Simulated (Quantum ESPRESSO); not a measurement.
Consider Gd2CCl (R-3m).

```
CELL_PARAMETERS angstrom
1.84853 1.06725 6.85772
-1.84853 1.06725 6.85772
0.00000 -2.13450 6.85772
ATOMIC_POSITIONS crystal
Gd 0.22949 0.22949 0.22949
Gd 0.77051 0.77051 0.77051
Cl 0.00000 0.00000 0.00000
C 0.50000 0.50000 0.50000
```

Absorber: atom 4, with 6 Gd at 2.50 Å (octahedral, site symmetry -3m). Method: Quantum ESPRESSO XSpectra, PBEsol, excited-electron core hole (neutral cell), 12-atom cell with 6.4 Å between holes, 6×6×5 k points, dipole transitions, Lorentzian half width 0.3 eV up to 4 eV, rising linearly to 2.5 eV at 25 eV, without spin-orbit coupling.

Q: Predict the near-edge structure at the C K edge.

Main maxima up to 24 eV above the zero (height): 3.2 eV (2.00), 5.9 eV (1.81), 11.0 eV (0.98) and 22.6 eV (0.72). A K edge sees empty p states on the absorber. The total-energy difference is 286.66 eV. One term is added: -6.71 eV, since the hole is spin-paired here and a spin-polarised one costs that much less in the free atom (computed apart). The photon energy is then 279.95 eV. The functional leaves an error in such absolute values: in the free atom PBEsol prices this hole 1.5 eV below PBE (computed apart), and PBE is itself good to a few eV.

The C K spectrum (energy from the energy zero of the input (xe0, at the border of filled and empty states); intensity scaled to a mean of 1 over the first 20 eV; the points at xe0, where the cut of filled states can leave a spike, are interpolated; polarised curves are means over the symmetry-equivalent atoms):

```csv
E (eV),isotropic,ε ⊥ c,ε ∥ c
-2.00,0.04,0.04,0.05
-1.25,0.06,0.05,0.07
-0.50,0.10,0.09,0.11
0.25,0.26,0.24,0.30
1.00,0.52,0.43,0.69
1.75,1.15,0.88,1.70
2.50,1.64,1.58,1.76
3.25,2.00,2.17,1.65
4.00,1.67,1.75,1.51
4.75,1.56,1.49,1.71
5.50,1.76,1.74,1.81
6.25,1.73,1.75,1.70
7.00,1.34,1.33,1.37
7.75,0.89,0.88,0.91
8.50,0.69,0.71,0.64
9.25,0.73,0.77,0.67
10.00,0.91,0.95,0.83
10.75,0.98,1.07,0.81
11.50,0.97,1.08,0.75
12.25,0.91,0.97,0.79
13.00,0.84,0.82,0.87
13.75,0.79,0.73,0.90
14.50,0.74,0.69,0.84
15.25,0.69,0.66,0.76
16.00,0.67,0.65,0.70
16.75,0.66,0.65,0.67
17.50,0.66,0.66,0.66
18.25,0.66,0.66,0.65
19.00,0.67,0.67,0.66
19.75,0.68,0.68,0.67
20.50,0.69,0.70,0.67
21.25,0.70,0.72,0.68
22.00,0.72,0.72,0.70
22.75,0.72,0.72,0.71
23.50,0.71,0.71,0.71
24.25,0.69,0.68,0.70
25.00,0.66,0.65,0.68
25.75,0.63,0.62,0.65
26.50,0.60,0.59,0.62
27.25,0.58,0.57,0.59
28.00,0.56,0.56,0.56
28.75,0.55,0.55,0.54
29.50,0.54,0.55,0.52
30.25,0.53,0.55,0.50
31.00,0.53,0.54,0.49
31.75,0.52,0.54,0.48
```

The run has no spin polarisation, although Gd can carry a moment. Lanthanide 4f electrons are frozen in the core. The primitive cell holds an odd number of electrons, so a spin-paired run has to come out metallic; that is right for a metal, but some such compounds are magnetic or distorted insulators. The holes are only 6.4 Å apart, so the shape is probably not converged with cell size; no larger cell was run here. The structure is a computed Materials Project entry and may be a hypothetical form.

[Banner, clock and machine lines of the logs are left out without a mark of their own.]

[Logs are printed without paths, hosts, clocks, repeated set-up lines and the standing remarks that a program may print on its own settings, such as how far it seeks lower states.]

[Hosts, paths, dates, database ids (printed as entryN), source tags and the programs' standing remarks are cut or masked in the printed files.]

[Lists of maxima count a maximum above −3 eV only where it reaches 4 % of the highest in the window and stands out from its surroundings by 2 % of it (1.5 % where it reaches 55 %); shoulders and weaker maxima are passed over, and of the rest the first, up to two pre-edge ones and the few strongest are named.]
